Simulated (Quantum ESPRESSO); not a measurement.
# Energy mapping worked by hand: MnO (Manganosite)

Aim: get Heisenberg couplings of MnO (Manganosite) from the energies of collinear orders, with pencil and paper, and test them on an order left out of the fit.

Main program and level: Quantum ESPRESSO 7.5; PBE with U = 4 eV on Mn d (ortho-atomic projectors); plane waves with GBRV 1.5 PBE potentials, no spin-orbit coupling.

## (1) Starting point

Symmetry: Fm-3m, No. 225, cubic system. The conventional cell has a = 4.446 Å, b = 4.446 Å, c = 4.446 Å, α = 90.00°, β = 90.00°, γ = 90.00°. Nearest to Mn lie 6 O at 2.22 Å. Nearest to O lie 6 Mn at 2.22 Å. Farther neighbours and most contacts between anions are not listed.

The cell comes from the Crystallography Open Database.

## (2) The parallel order

All energies count from this run.

The input, pw.in:

```
&CONTROL
  calculation = 'scf'
  prefix = 'pwscf'
  outdir = './tmp'
  pseudo_dir = './pseudo'
  disk_io = 'nowf'
/
&SYSTEM
  ibrav = 0
  celldm(1) = 8
  nat = 2
  ntyp = 2
  ecutwfc = 40
  ecutrho = 280
  nbnd = 19
  occupations = 'smearing'
  smearing = 'fd'
  degauss = 0.00367493
  nspin = 2
  starting_magnetization(1) = 0.3
  starting_magnetization(2) = 0
/
&ELECTRONS
  conv_thr = 4d-09
  electron_maxstep = 150
  mixing_beta = 0.3
/
ATOMIC_SPECIES
Mn     54.9380 mn_pbe_v1.5.uspp.F.UPF
O      15.9990 o_pbe_v1.2.uspp.F.UPF
CELL_PARAMETERS alat
   0.0000000000000    0.5251076468804    0.5251076468804
   0.5251076468804    0.0000000000000    0.5251076468804
   0.5251076468804    0.5251076468804    0.0000000000000
ATOMIC_POSITIONS crystal
Mn      0.0000000000    0.0000000000    0.0000000000
O       0.5000000000    0.5000000000    0.5000000000
K_POINTS automatic
10 10 10 0 0 0
HUBBARD {ortho-atomic}
U Mn-3d 4.0000
```

On the command line:

```console
$ OMP_NUM_THREADS=1 mpirun -n 4 pw.x -nk 4 -in pw.in > pw.out
```

Log:

```text
Program PWSCF v.7.5 starts
     [... lines left out ...]
     number of atoms/cell      =            2
     [... lines left out ...]
     number of electrons       =        21.00
     number of Kohn-Sham states=           19
     kinetic-energy cutoff     =      40.0000  Ry
     charge density cutoff     =     280.0000  Ry
     scf convergence threshold =      4.0E-09
     [... lines left out ...]
     48 Sym. Ops., with inversion, found
     [... lines left out ...]
     number of k points=    47  Fermi-Dirac smearing, width (Ry)=  0.0037
     [... lines left out ...]
     iteration # 11     ecut=    40.00 Ry     beta= 0.30
     [... lines left out ...]
     Magnetic moment per site  (integrated on atomic sphere of radius R)
     atom   1 (R=0.217)  charge= 12.5826  magn=  4.2909
     atom   2 (R=0.217)  charge=  5.9843  magn=  0.1812
     [... lines left out ...]
     Tr[ns(  1)] (up, down, total) =   4.97190  0.24859  5.22050
     [... lines left out ...]
     the Fermi energy is    12.8919 ev
!    total energy              =    -243.49368480 Ry
     estimated scf accuracy    <          1.1E-10 Ry
     smearing contrib. (-TS)   =      -0.00001501 Ry
     [... lines left out ...]
     total magnetization       =     5.00 Bohr mag/cell
     absolute magnetization    =     5.00 Bohr mag/cell
     convergence has been achieved in  11 iterations
   JOB DONE.
```

Elapsed: 5.8 s, on 4 MPI ranks of Intel Xeon Platinum 8488C (Sapphire Rapids), shared host; peak memory 0.31 GiB.

Spin moment in the atom's sphere by atom:

```csv
atom,spin moment in the atom's sphere (μB)
Mn1,4.29
O2,0.18
```

Read from the output:

```yaml
smearing_term_ts: 2.04e-4 eV
magnetization: 5 μB
absolute_magnetization: 5 μB
final_state: ferromagnetic
```

## (3) The orders used for the fit

The other orders were run with the same settings, on meshes that hold the same points. Free energies are divided by the number of Mn atoms; q is in fractions of the reciprocal vectors of the first run's cell.

```csv
order,atoms,mesh,free energy (eV),eV per Mn,largest moment (μB)
F +,2,10×10×10,-3312.9004,-3312.9004,4.29
"AF q=(0,1/2,1/2) +-",4,10×5×10,-6625.9173,-3312.9586,4.28
```

## (4) Counting neighbours

With E = −Σ J e_i·e_j over ordered pairs of unit vectors, turning a neighbour from parallel to opposed costs 2J a Mn atom. So an order lies 2 Σ n J over the parallel one, n being the opposed neighbours in each shell.

```csv
shell,distance (Å),neighbours,"opposed in AF q=(0,1/2,1/2) +-","opposed in AF q=(0,0,1/2) +-"
J1,3.14,12,8,6
J2,4.45,6,0,6
```

Only J1 is kept, as an effective coupling that takes up all reversed shells.

## (5) Solving

```
2 × 8 × J1 = -58.3 meV    (AF q=(0,1/2,1/2) +-)
J1 = -3.64 meV
```

## (6) The test

The couplings now give the orders that were left out:

```
2 × 6 × (-3.64) = -43.7 meV    (AF q=(0,0,1/2) +-)
```

The runs themselves:

```csv
order,atoms,mesh,free energy (eV),eV per Mn,largest moment (μB),over the parallel order (meV),foretold (meV)
"AF q=(0,0,1/2) +-",4,10×10×5,-6625.9543,-3312.9771,4.25,-76.8,-43.7
```

## (7) One more shell

One way to take up the miss is the next shell. Both differences then fix both couplings, and no order is left for a test.

```
2 × 8 × J1 = -58.3 meV    (AF q=(0,1/2,1/2) +-)
2 × 6 × J1 + 2 × 6 × J2 = -76.8 meV    (AF q=(0,0,1/2) +-)
J1 = -3.64 meV
J2 = -2.76 meV
```

## (8) What came out

| Quantity | Value |
| --- | --- |
| effective J1 (Mn–Mn at 3.14 Å) | -3.64 meV |
| largest miss on the orders left out | 33 meV |
| J1 with two shells | -3.64 meV |
| J2 with two shells | -2.76 meV |

The model misses the order left out by 33 meV, 43 % of the largest energy difference, so it fails: these couplings alone don't describe the crystal. With the next shell added the couplings are J1 = -3.64 and J2 = -2.76 meV, untested. The largest moment changes by 0.94 % between the orders. Shells that were dropped are folded into the couplings or show in the miss.

[Logs and program files are shortened in this print: banners, set-up blocks, solver, clock and traceback lines can be left out without a mark of their own.]

[Logs are printed without paths, hosts, clocks, repeated set-up lines and the standing remarks that a program may print on its own settings, such as how far it seeks lower states.]

[Hosts, paths, dates, database ids (printed as entryN), source tags and the programs' standing remarks are cut or masked in the printed files.]

[Where a cell is said to come from a database of computed structures, the database is the Materials Project.]
